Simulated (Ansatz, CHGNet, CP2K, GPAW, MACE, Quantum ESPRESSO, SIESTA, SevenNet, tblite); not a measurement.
# GPAW runs on NaH9C4O7 (P-1) (84 atoms), part 2 of 2

How do the settings of GPAW change the result for NaH9C4O7 (P-1) (84 atoms)? A plane-wave run serves as the yardstick.

Program: GPAW 26.7.0; the method stands at each step. Banners, paths, timers and routine set-up lines are dropped from the logs unmarked, and long logs keep their key lines alone; longer cuts are marked.

So far. Step 3 (LDA, LCAO dzp, h 0.18 Å): Against the first run (43 %), the force difference from the reference is 46 %, at 0.91 times the CPU time; the model has changed, so this is no error of the program alone. Step 4 (PBE, LCAO szp(dzp), h 0.18 Å): Against the first run (43 %), the force difference from the reference is 130 %, at 0.80 times the CPU time, with 580 basis functions against 820: the smaller basis costs accuracy.

### 5. PBE, LCAO sz(dzp), h 0.18 Å

Method: Kohn-Sham DFT, PBE, PAW, atomic orbitals (sz(dzp)).

File run.py:

```python
import numpy as np
from ase.io import read
from gpaw import GPAW, FermiDirac

atoms = read("structure.xyz")
atoms.calc = GPAW(
    mode="lcao",
    basis="sz(dzp)",
    h=0.18,
    xc="PBE",
    kpts={"size": (1, 1, 1), "gamma": True},
    occupations=FermiDirac(0.05),
    maxiter=200,
    symmetry={"point_group": False},
    txt="gpaw.txt",
)
energy = atoms.get_potential_energy(force_consistent=True)
forces = atoms.get_forces()
print(f"energy {energy:.6f} eV")
print("forces (eV/A)")
for i, (a, f) in enumerate(zip(atoms, forces)):
    print(f"{i:4d} {a.symbol:2s} {f[0]:10.5f} {f[1]:10.5f} {f[2]:10.5f}")
print(f"Fermi level {atoms.calc.get_fermi_level():.4f} eV")
for k in range(len(atoms.calc.get_ibz_k_points())):
    for s in range(atoms.calc.get_number_of_spins()):
        e = atoms.calc.get_eigenvalues(kpt=k, spin=s)
        n = np.searchsorted(e, atoms.calc.get_fermi_level())
        print(f"k {k} spin {s} levels about the Fermi level:", np.round(e[max(n - 6, 0):n], 4).tolist(), "|", np.round(e[n:n + 6], 4).tolist())
```

File structure.xyz:

```xyz
84
Lattice="11.91200 0.00000 0.00000 -1.13193 6.29098 0.00000 -0.30376 -2.84790 10.85864" Properties=species:S:1:pos:R:3 pbc="T T T"
[... 84 atom lines left out: the same atoms as in the first run ...]
```

Launch:

```
> OMP_NUM_THREADS=1 python run.py > output.txt
```

Output:

```text
energy -368.272596 eV
forces (eV/A)
   0 Na    0.02576   -0.07549   -0.02183
   1 Na   -0.02126   -0.12289   -0.10654
   2 H    -0.00247    0.12755   -3.97270
   3 H    -0.05142   -0.29643    5.32019
   4 H    -3.44868   -0.15434    2.85723
   5 H     3.23544    0.16391   -2.47644
   6 H    -4.34860   -0.01714   -1.19084
   7 H     3.70951    0.08810    1.10960
   8 H     3.02137   -1.25675    1.92982
   9 H    -3.90728    1.84722   -2.42541
  10 H    -0.67407    4.32083    1.55564
  11 H     0.95883   -4.90787   -1.56179
  12 H    -4.08175    0.54378   -1.38344
  13 H     3.67805   -0.45034    1.22048
  14 H     3.50880    1.13447   -3.58055
  15 H    -3.19882   -0.83534    3.41367
  16 H    -0.77779   -1.26736    2.16760
  17 H     1.46691    2.58479   -4.81119
  18 H    -0.49104   -4.96576   -4.48045
  19 H     0.13713    2.45829    1.81375
  20 C    -5.37406    0.20932   -2.17073
  21 C     2.68502   -0.01424    0.19971
  22 C     2.61577   -0.23367    2.58907
  23 C    -0.80550   -0.14778    1.47204
[...]
76 O     9.04129    0.29615    1.13223
  77 O   -14.30341   -0.06594   -2.68048
  78 O    -1.74646   -3.74599   -3.58218
  79 O     2.96122    1.96805    3.62606
  80 O     2.49942   -0.79607    3.87734
  81 O    -2.34473    0.55610   -2.92923
  82 O     1.58570    4.93729   -2.85048
  83 O    -0.79911   -5.50421   -1.80325
Fermi level 0.2271 eV
k 0 spin 0 levels about the Fermi level: [-0.9768, -0.9325, -0.7772, -0.7725, -0.6689, -0.652] | [1.0779, 1.2078, 1.6205, 1.9171, 3.814, 3.9696]
```

gpaw.txt:

```text
Input parameters:
  mode=LCAO(),
  basis={'default': 'sz(dzp)'},
  h=0.18,
  kpts=MonkhorstPack(size=(1, 1, 1), gamma=True),
  maxiter=200,
  occupations=Occupations(name='fermi-dirac', width=0.05, fixmagmom=False),
  symmetry=Symmetry(point_group=False),
  xc=XC(name='PBE')
Unit cell  # Å
| periodic |         x |         y |         z |   lengths |     angles |
[... lines left out ...]
  Fermi-Dirac:
[... lines left out ...]
convergence criteria:
- Maximum [total energy] change in last 3 cyles: 0.0005 eV / valence electron
[... lines left out ...]
Converged in 10 steps
[... lines left out ...]
  Free energy:    -368.272596
  Extrapolated:   -368.272596
dipole moment: (-0.317998, -0.101700, 0.848415)  # |e|*Ang
Fermi level: 0.227
Eigenvalues  # (at kpt = [0.000, 0.000, 0.000])
| band index |      eig [eV] | occ [0-2] |
|------------|---------------|-----------|
|          0 |       -24.355 |     2.000 |
|        ... |               |           |
|        140 |        -1.032 |     2.000 |
|        141 |        -1.014 |     2.000 |
[...]
|        155 |         4.193 |     0.000 |
|        ... |               |           |
|        181 |        10.676 |     0.000 |
Gap: 1.730 eV
Transition (v -> c):
  (s=0, k=0, n=147, [0.00, 0.00, 0.00]) -> (s=0, k=0, n=148, [0.00, 0.00, 0.00])
No difference between direct/indirect transitions
Force computation time: 3.977  # s
timing:  # [seconds]
  Total:  30.883  # ━━━━━━━━━━━━━━━━━━━━━━━━━━━━━━━━━━━━━━━━━━━━━━━━━━━━━━━━━
  Init:    5.302  # ━━━━━━━━━━
  SCF:    21.578  # ━━━━━━━━━━━━━━━━━━━━━━━━━━━━━━━━━━━━━━━━
  Forces:  3.977  # ━━━━━━━╸
```

Elapsed: 32 s, on 1 thread of Arm Neoverse V2, shared host; peak memory 0.7 GiB.

Compared with the plane-wave run:

```yaml
r_m_s_force_component: 3.422 eV/Å
r_m_s_difference_of_force_components: 2914 meV/Å
longest_difference_of_force_vectors: 10150 meV/Å
force_difference_over_r_m_s_force: 261.3 %
slope_of_forces_against_the_reference_s: 1.793
correlation_of_force_components: 0.5846
spacing_of_highest_filled_and_lowest_empty_level: 1.73 eV
gap_difference: -1.18 eV
```

This is a coarse setting, run to see what it loses.

Against the first run (43 %), the force difference from the reference is 261 %, at 0.40 times the CPU time, with 240 basis functions against 820: the smaller basis costs accuracy.

### 6. The ladder

Differences are against the plane-wave reference, forces as r.m.s. over components; share is that over the reference's r.m.s. force, slope the least-squares factor from reference forces to these. Total energies of different programs have different zeros and aren't compared.

| run | Δ force, r.m.s. (meV/Å) | share (%) | slope | Δ gap (eV) | cores | CPU time | memory (GiB) |
| --- | --- | --- | --- | --- | --- | --- | --- |
| reference | - | - | - | - | 8 | 24 s | 0.93 |
| GPAW PBE, LCAO dzp, h 0.18 Å | 482 | 43.2 | 1.160 | -0.0161 | 1 | 79 s | 0.89 |
| GPAW LDA, LCAO dzp, h 0.18 Å | 510 | 45.8 | 1.112 | -0.0684 | 1 | 72 s | 0.89 |
| GPAW PBE, LCAO szp(dzp), h 0.18 Å (coarse) | 1454 | 130 | 1.296 | -0.401 | 1 | 64 s | 0.84 |
| GPAW PBE, LCAO sz(dzp), h 0.18 Å (coarse) | 2914 | 261 | 1.793 | -1.18 | 1 | 32 s | 0.7 |

Rows marked coarse were listed beforehand as settings not expected to be converged; some can still land near the reference.

CPU time is summed over cores on a shared host, where runs went side by side, so it is rough. Symmetry, cutoffs, thresholds, outputs and thread counts weren't matched or tuned between programs; memory under MPI is the largest rank's times the ranks.

### 7. What came out

| Quantity | Value |
| --- | --- |
| nearest in forces | GPAW PBE, LCAO dzp, h 0.18 Å, 43 % |
| its CPU time | 79 s |

What this shows: The PBE run in local orbitals, coarse settings apart, differs by 43 % (GPAW PBE, LCAO dzp, h 0.18 Å); basis, grid and potentials can all enter, and differences of this size make the forces unusable. Rows with another functional or a dispersion term differ by 46 % (GPAW LDA, LCAO dzp, h 0.18 Å), which mixes the change of model with differences of basis and potentials. Runs with settings chosen to be coarse differ by 130 % (GPAW PBE, LCAO szp(dzp), h 0.18 Å) to 261 % (GPAW PBE, LCAO sz(dzp), h 0.18 Å), their programs' other errors included. None of the electronic-structure runs in the table takes under half the reference's CPU time of 24 s; they take 1.3 to 3.2 times as much. In GPAW PBE, LCAO dzp, h 0.18 Å the difference has nearly one length on every H (0.67 eV/Å) and points along its bond, outwards: this method prefers longer bonds, and stiff bonds to hydrogen turn a small shift into a large force. At the same functional, gaps differ from the reference's 2.91 eV by between -1.18 and -0.02 eV. These are spacings on the run's k-points, which needn't hold the band edges. With short bonds to hydrogen, sets of potentials differ among themselves by several per cent in forces even at converged cutoffs, so the reference isn't exact here either. The potentials hold different valence shells: 304 electrons in the reference, 296 in GPAW; this bears on time and differences. The reference's PBE has no dispersion term, which matters for the binding between molecules or layers. The published positions, changed by the recipe (random displacements or longer bonds to H), lie far from the minimum at this level of theory. The reference's pressure of 3.3 GPa belongs to a cell and atoms that aren't relaxed at this level. The electronic-structure runs sample only Γ, in a cell whose shortest periodic width is 6 Å.

[Also dropped from logs without a mark: logging warnings of Python, and SIESTA's first energy breakdown and zero terms.]

[Logs are printed without paths, hosts, clocks, repeated set-up lines and the standing remarks that a program may print on its own settings, such as how far it seeks lower states.]

[Hosts, paths, dates, database ids (printed as entryN), source tags and the programs' standing remarks are cut or masked in the printed files.]
